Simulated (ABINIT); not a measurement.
## A GW chain in ABINIT: CaC2 (I4/mmm)

Wanted: ground state, empty states, screening and self-energy for CaC2 (I4/mmm).

Program: ABINIT 10.8.3. Level of theory: PBEsol and many-body steps on it, plane waves. Values are calculated unless marked as measured.

This is a report of a sequence of runs, with the program logs left out and the cost of each run kept.

### 1. The system as given

Symmetry: I4/mmm, No. 139, tetragonal system. Conventional cell: a = 3.869 Å, b = 3.869 Å, c = 6.404 Å, α = 90.00°, β = 90.00°, γ = 90.00°. Nearest to Ca lie 10 C at 2.58 to 2.81 Å. Nearest to C lie 1 C at 1.25 Å and 5 Ca at 2.58 to 2.81 Å. Farther neighbours, and contacts between anions beyond the nearest, are not listed.

The cell and positions are those that the Materials Project relaxed with its own functionals (PBE, PBE+U or r2SCAN), kept fixed.

### 2. Ground state

This step: ABINIT 10.8.3; DFT, PBEsol, plane waves, norm-conserving pseudopotentials.

The ground-state density comes first.

The input, run.abi:

```
acell 3*1.0 Angstrom
rprim 
  -1.934298599400 1.934298599400 3.202111242500
  1.934298599400 -1.934298599400 3.202111242500
  1.934298599400 1.934298599400 -3.202111242500
ntypat 2
znucl 20 6
natom 3
typat 1 2 2
xred 
  0.000000000000 0.000000000000 0.000000000000
  0.597892720000 0.597892720000 0.000000000000
  0.402107280000 0.402107280000 0.000000000000
pp_dirpath "pseudos"
pseudos "Ca.upf, C.upf"
ecut 37
ngkpt 8 8 8
nshiftk 1
shiftk 0 0 0
kptopt 1
chksymbreak 0
nband 14
occopt 1
tolvrs 1e-10
nstep 60
prtwf 0
optforces 0
optstress 0
indata_prefix "in"
outdata_prefix "out"
tmpdata_prefix "tmp"
```

Started as:

```sh
> OMP_NUM_THREADS=1 mpirun -n 4 abinit run.abi > log
```

Wall time 50 s (4 MPI ranks of Intel Xeon Platinum 8259CL at 2.50GHz (Skylake/Cascade Lake), shared host); peak memory 0.42 GiB; 3.3 min of CPU time.

Numbers from this step:

- total energy: -1378.0905 eV
- gap: 1.205 eV
- k of the valence top: 0.5, 0.5, 0.5
- k of the conduction bottom: 0.5, 0.5, 0
- least direct gap: 2.264 eV

The gap is indirect, with the least direct gap 1.06 eV higher.

### 3. Bands along the symmetry lines

The cheap functional maps the bands first; the places of the edges decide which points the dearer methods must see.

The input, run.abi:

```
acell 3*1.0 Angstrom
rprim 
  -1.934298599400 1.934298599400 3.202111242500
  1.934298599400 -1.934298599400 3.202111242500
  1.934298599400 1.934298599400 -3.202111242500
ntypat 2
znucl 20 6
natom 3
typat 1 2 2
xred 
  0.000000000000 0.000000000000 0.000000000000
  0.597892720000 0.597892720000 0.000000000000
  0.402107280000 0.402107280000 0.000000000000
pp_dirpath "pseudos"
pseudos "Ca.upf, C.upf"
ecut 37
iscf -2
irdden 1
kptopt 0
nkpt 76
kpt 
  0.00000000 0.00000000 0.00000000
  0.00000000 0.00000000 0.06250000
  0.00000000 0.00000000 0.12500000
  0.00000000 0.00000000 0.18750000
  0.00000000 0.00000000 0.25000000
  0.00000000 0.00000000 0.31250000
  0.00000000 0.00000000 0.37500000
  0.00000000 0.00000000 0.43750000
  0.00000000 0.00000000 0.50000000
  0.03125000 0.03125000 0.46875000
  0.06250000 0.06250000 0.43750000
  0.09375000 0.09375000 0.40625000
  0.12500000 0.12500000 0.37500000
  0.15625000 0.15625000 0.34375000
  0.18750000 0.18750000 0.31250000
  0.21875000 0.21875000 0.28125000
  0.25000000 0.25000000 0.25000000
  0.21875000 0.28125000 0.21875000
  0.18750000 0.31250000 0.18750000
  0.15625000 0.34375000 0.15625000
  0.12500000 0.37500000 0.12500000
  0.09375000 0.40625000 0.09375000
  0.06250000 0.43750000 0.06250000
  0.03125000 0.46875000 0.03125000
  0.00000000 0.50000000 0.00000000
  0.00000000 0.43750000 0.00000000
  0.00000000 0.37500000 0.00000000
  0.00000000 0.31250000 0.00000000
  0.00000000 0.25000000 0.00000000
  0.00000000 0.18750000 0.00000000
  0.00000000 0.12500000 0.00000000
  0.00000000 0.06250000 0.00000000
  0.00000000 0.00000000 0.00000000
  0.06250000 0.06250000 -0.06250000
  0.12500000 0.12500000 -0.12500000
  0.18750000 0.18750000 -0.18750000
  0.25000000 0.25000000 -0.25000000
  0.31250000 0.31250000 -0.31250000
  0.37500000 0.37500000 -0.37500000
  0.43750000 0.43750000 -0.43750000
  0.50000000 0.50000000 -0.50000000
  0.48015313 0.51984687 -0.48015313
  0.46030627 0.53969373 -0.46030627
  0.44045940 0.55954060 -0.44045940
  0.42061254 0.57938746 -0.42061254
  0.40076567 0.59923433 -0.40076567
  0.38091880 0.61908120 -0.38091880
  0.36107194 0.63892806 -0.36107194
  0.34122507 0.65877493 -0.34122507
  -0.34122507 0.34122507 0.34122507
  -0.29857194 0.29857194 0.29857194
  -0.25591880 0.25591880 0.25591880
  -0.21326567 0.21326567 0.21326567
  -0.17061254 0.17061254 0.17061254
  -0.12795940 0.12795940 0.12795940
  -0.08530627 0.08530627 0.08530627
  -0.04265313 0.04265313 0.04265313
  0.00000000 0.00000000 0.00000000
  -0.00000000 0.00000000 0.50000000
  -0.02280627 0.02280627 0.50000000
  -0.04561254 0.04561254 0.50000000
  -0.06841880 0.06841880 0.50000000
  -0.09122507 0.09122507 0.50000000
  -0.11403134 0.11403134 0.50000000
  -0.13683761 0.13683761 0.50000000
  -0.15964387 0.15964387 0.50000000
  -0.18245014 0.18245014 0.50000000
  0.50000000 0.50000000 -0.18245014
  0.50000000 0.50000000 -0.22214387
  0.50000000 0.50000000 -0.26183760
  0.50000000 0.50000000 -0.30153134
  0.50000000 0.50000000 -0.34122507
  0.50000000 0.50000000 -0.38091880
  0.50000000 0.50000000 -0.42061253
  0.50000000 0.50000000 -0.46030627
  0.50000000 0.50000000 -0.50000000
istwfk *1
nband 16
nbdbuf 2
tolwfr 1e-08
nstep 40
prtwf 0
prtvol 0
indata_prefix "in"
outdata_prefix "out"
tmpdata_prefix "tmp"
```

Wall time 53 s (4 MPI ranks); peak memory 0.35 GiB.

This step gave:

```
gap                        : 1.202 eV
k of the valence top       : 0.4375, 0.4375, -0.4375
k of the conduction bottom : 0, 0, 0.5
least direct gap           : 2.264 eV
```

The gap is 1.202 eV, −0.004 eV from the run before at this level.

Electronic bands along the path, in eV, zero at the top of the highest filled band:

| point | band 6 | band 7 | band 8 | band 9 | band 10 | band 11 | band 12 | band 13 |
| --- | --- | --- | --- | --- | --- | --- | --- | --- |
| Γ | -2.72 | -2.22 | -1.00 | -1.00 | 3.17 | 3.17 | 4.30 | 5.15 |
| halfway | -3.02 | -2.74 | -1.39 | -1.28 | 2.01 | 5.33 | 5.93 | 5.96 |
| X | -3.04 | -2.76 | -1.61 | -1.06 | 1.20 | 5.77 | 6.47 | 7.22 |
| halfway | -3.28 | -2.66 | -1.90 | -0.71 | 1.83 | 4.87 | 6.56 | 7.22 |
| P | -3.48 | -2.35 | -2.35 | -0.40 | 3.24 | 3.24 | 6.73 | 7.22 |
| halfway | -3.94 | -2.31 | -2.13 | -0.60 | 3.84 | 4.01 | 6.68 | 7.12 |
| N | -4.28 | -2.38 | -1.84 | -0.84 | 4.82 | 5.89 | 6.07 | 6.29 |
| halfway | -3.69 | -1.97 | -1.46 | -1.12 | 3.66 | 4.02 | 5.07 | 6.30 |
| Γ | -2.72 | -2.22 | -1.00 | -1.00 | 3.17 | 3.17 | 4.30 | 5.15 |
| halfway | -4.23 | -1.38 | -1.38 | -0.35 | 3.66 | 4.75 | 4.75 | 5.74 |
| M | -4.53 | -1.63 | -1.63 | 0.00 | 3.17 | 5.85 | 6.29 | 6.68 |
| halfway | -4.42 | -2.05 | -1.70 | -0.11 | 3.69 | 6.42 | 6.60 | 6.64 |
| S | -4.10 | -2.77 | -1.83 | -0.41 | 4.88 | 5.44 | 6.13 | 6.83 |
| jump to S0 | -4.10 | -2.77 | -1.83 | -0.41 | 4.88 | 5.44 | 6.13 | 6.83 |
| halfway | -3.10 | -2.94 | -1.58 | -1.18 | 3.46 | 4.01 | 5.78 | 6.74 |
| Γ | -2.72 | -2.22 | -1.00 | -1.00 | 3.17 | 3.17 | 4.30 | 5.15 |
| jump to X | -3.04 | -2.76 | -1.61 | -1.06 | 1.20 | 5.77 | 6.47 | 7.22 |
| halfway | -3.25 | -2.71 | -1.86 | -0.90 | 1.66 | 5.84 | 6.65 | 6.93 |
| R | -3.68 | -2.53 | -2.17 | -0.64 | 2.82 | 6.02 | 6.10 | 6.68 |
| jump to G | -3.68 | -2.53 | -2.17 | -0.64 | 2.82 | 6.02 | 6.10 | 6.68 |
| halfway | -4.31 | -2.07 | -2.01 | -0.20 | 4.17 | 5.57 | 6.29 | 6.46 |
| M | -4.53 | -1.63 | -1.63 | 0.00 | 3.17 | 5.85 | 6.29 | 6.68 |

### 4. Empty states on the mesh, 4×4×4 mesh, 57 bands

The sums over transitions need many empty states on a uniform mesh; this step solves for them.

The input, run.abi:

```
acell 3*1.0 Angstrom
rprim 
  -1.934298599400 1.934298599400 3.202111242500
  1.934298599400 -1.934298599400 3.202111242500
  1.934298599400 1.934298599400 -3.202111242500
ntypat 2
znucl 20 6
natom 3
typat 1 2 2
xred 
  0.000000000000 0.000000000000 0.000000000000
  0.597892720000 0.597892720000 0.000000000000
  0.402107280000 0.402107280000 0.000000000000
pp_dirpath "pseudos"
pseudos "Ca.upf, C.upf"
ecut 37
ngkpt 4 4 4
nshiftk 1
shiftk 0 0 0
kptopt 1
chksymbreak 0
iscf -2
irdden 1
istwfk *1
nband 57
nbdbuf 4
tolwfr 1e-09
nstep 60
prtvol 0
indata_prefix "in"
outdata_prefix "out"
tmpdata_prefix "tmp"
```

The job ended after 38 s (4 MPI ranks; peak memory 0.33 GiB; 2.5 min of CPU time).

Numbers from this step:

```yaml
gap: 1.205 eV
k_of_the_valence_top: 0.5, 0.5, 0.5
k_of_the_conduction_bottom: 0.5, 0.5, 0
least_direct_gap: 2.264 eV
k_points_computed: 13
lowest_point_of_the_top_converged_band_above_the_valence_top: 44.28 eV
```

On this mesh the gap is 1.205 eV.

### 5. Screening, 4×4×4 mesh, 53 bands, screening to 106.1 eV

The RPA dielectric matrix is built and inverted for each q.

This step: RPA screening on PBEsol, plane waves, norm-conserving pseudopotentials.

Edit run.abi of step 4 so:

```diff
@@ -21,10 +21,11 @@
 chksymbreak 0
-iscf -2
-irdden 1
 istwfk *1
-nband 57
-nbdbuf 4
-tolwfr 1e-09
-nstep 60
-prtvol 0
+occopt 1
+irdwfk 1
+optdriver 3
+nband 53
+ecuteps 3.9
+inclvkb 2
+awtr 1
+symchi 1
 indata_prefix "in"
```

Elapsed: 2.8 min, on 4 MPI ranks; peak memory 1.9 GiB; 11 min of CPU time.

This step gave:

```yaml
eps_infinity_with_local_fields_on_this_mesh: 3.571
eps_infinity_without_local_fields_on_this_mesh: 4.162
plasma_frequency: 22.76 eV
plane_waves_in_the_screening_matrix: 129
```

Local fields lower ε∞ by 14 %. On a Γ-centred mesh this coarse the value itself is usually too large, while a short band sum pulls it down.

### 6. Self-energy, 4×4×4 mesh, 53 bands, screening to 106.1 eV

The self-energy is evaluated for the states that the input lists, and the quasiparticle equation is solved.

This step: G0W0 on PBEsol, plane waves, norm-conserving pseudopotentials.

Edit run.abi of step 5 so:

```diff
@@ -24,8 +24,19 @@
 irdwfk 1
-optdriver 3
+optdriver 4
 nband 53
+gwcalctyp 0
+ecutsigx 37
+symsigma 1
+nkptgw 3
+kptgw 
+  0.5000000000 0.5000000000 0.5000000000
+  0.5000000000 0.5000000000 0.0000000000
+  0.0000000000 0.0000000000 0.0000000000
+bdgw 
+  7 11
+  8 11
+  8 11
 ecuteps 3.9
-inclvkb 2
-awtr 1
-symchi 1
+irdscr 1
+ppmodel 1
 indata_prefix "in"
```

The job ended after 33 s (4 MPI ranks; peak memory 1.9 GiB; 2.2 min of CPU time).

Read from the output:

```
G0W0 gap on the mesh                         : 2.977 eV
starting gap on the mesh                     : 1.205 eV
k of the valence top                         : 0.5, 0.5, 0.5
k of the conduction bottom                   : 0.5, 0.5, 0
Z at the valence top                         : 0.778
Z at the conduction bottom                   : 0.823
least direct G0W0 gap on the computed points : 4.220 eV
```

The gap on the mesh goes from 1.21 eV to 2.98 eV, a correction of +1.77 eV.

Limits: finite bands, cutoff and mesh; coarse k mesh. v1 is the top filled band, c1 the lowest empty one. The levels before and after the correction (eV, zero at the valence-band top of each column):

|  | conduction bottom | valence top |
| --- | --- | --- |
| Kohn-Sham | 1.21 | 0.00 |
| G0W0 | 2.98 | 0.00 |

|  | level | energy (eV) |
| --- | --- | --- |
| Kohn-Sham | (0.5 0.5 0.5) v3-v2 | -1.626 |
| Kohn-Sham | (0.5 0.5 0.5) v1 | 0.000 |
| Kohn-Sham | (0.5 0.5 0.5) c1 | 3.172 |
| Kohn-Sham | (0.5 0.5 0.5) c2 | 5.849 |
| Kohn-Sham | (0.5 0.5 0) v2 | -1.609 |
| Kohn-Sham | (0.5 0.5 0) v1 | -1.059 |
| Kohn-Sham | (0.5 0.5 0) c1 | 1.205 |
| Kohn-Sham | (0.5 0.5 0) c2 | 5.779 |
| G0W0 | (0.5 0.5 0.5) v3-v2 | -1.871 |
| G0W0 | (0.5 0.5 0.5) v1 | 0.000 |
| G0W0 | (0.5 0.5 0.5) c1 | 5.210 |
| G0W0 | (0.5 0.5 0.5) c2 | 7.434 |
| G0W0 | (0.5 0.5 0) v2 | -1.884 |
| G0W0 | (0.5 0.5 0) v1 | -1.243 |
| G0W0 | (0.5 0.5 0) c1 | 2.977 |
| G0W0 | (0.5 0.5 0) c2 | 8.528 |

### 7. Where the time went

Times are wall times on 4 MPI ranks of Intel Xeon Platinum 8259CL at 2.50GHz (Skylake/Cascade Lake), shared host, good to a factor of about two.

| step | time | share | memory (GiB) |
| --- | --- | --- | --- |
| ground state | 50 s | 15 % | 0.42 |
| bands along the symmetry lines | 53 s | 16 % | 0.35 |
| empty states on the mesh | 38 s | 11 % | 0.33 |
| screening | 2.8 min | 49 % | 1.9 |
| self-energy | 33 s | 10 % | 1.9 |

### 8. Results

| Property | Result |
| --- | --- |
| PBEsol gap | 1.20 eV, indirect |
| G0W0 gap on the mesh | 2.98 eV |
| GW settings | 4×4×4 mesh, 53 bands, screening to 106.1 eV, Godby-Needs plasmon pole |
| known limits | short of the basis limit; coarse k mesh |

**Reading.** G0W0 moves the gap on the mesh from 1.21 eV to 2.98 eV (+1.77 eV), with Z of 0.78 and 0.82 at the edges. Local fields lower the RPA ε∞ on this mesh from 4.16 to 3.57; a Γ-centred mesh this coarse tends to raise both, most where the direct gap is narrow, while a short band sum lowers them. The dearest step here is «screening». Bands and cutoff are finite, so the gap stands short of the basis limit, usually by up to a few tenths of an eV; the mesh is an error of its own. The 4×4×4 mesh is coarse for this cell, which bears on the long-range parts of exchange and screening.

[Long decimals in the printed logs are rounded to 6 places.]

[Logs are printed without paths, hosts, clocks, repeated set-up lines and the standing remarks that a program may print on its own settings, such as how far it seeks lower states.]

[Paths, hosts, dates, memory and timing lines, banners, echoed tables and standing remarks are left out of the program output; an Ansatz launch command may be rebuilt from the run's recorded settings. Measured values are a selection of at most five: reports struck by readers or far from the other reports are left out. None is set beside runs whose start may be inverted or whose files or cutoffs have a known fault.]

[Runs of the session that timed out or met a known fault of the program may be left out.]

[Hosts, paths, dates, database ids (printed as entryN), source tags and the programs' standing remarks are cut or masked in the printed files.]

[G0W0 gaps are taken among the corrected bands and points alone; a level outside them can change the order at an edge.]

[Where Ansatz stands beside ABINIT at settings called matched, ABINIT's density can come from a denser mesh and the files from another edition; pairs whose starting gaps differed by over 0.03 eV were left out, so agreement reads better than it is.]
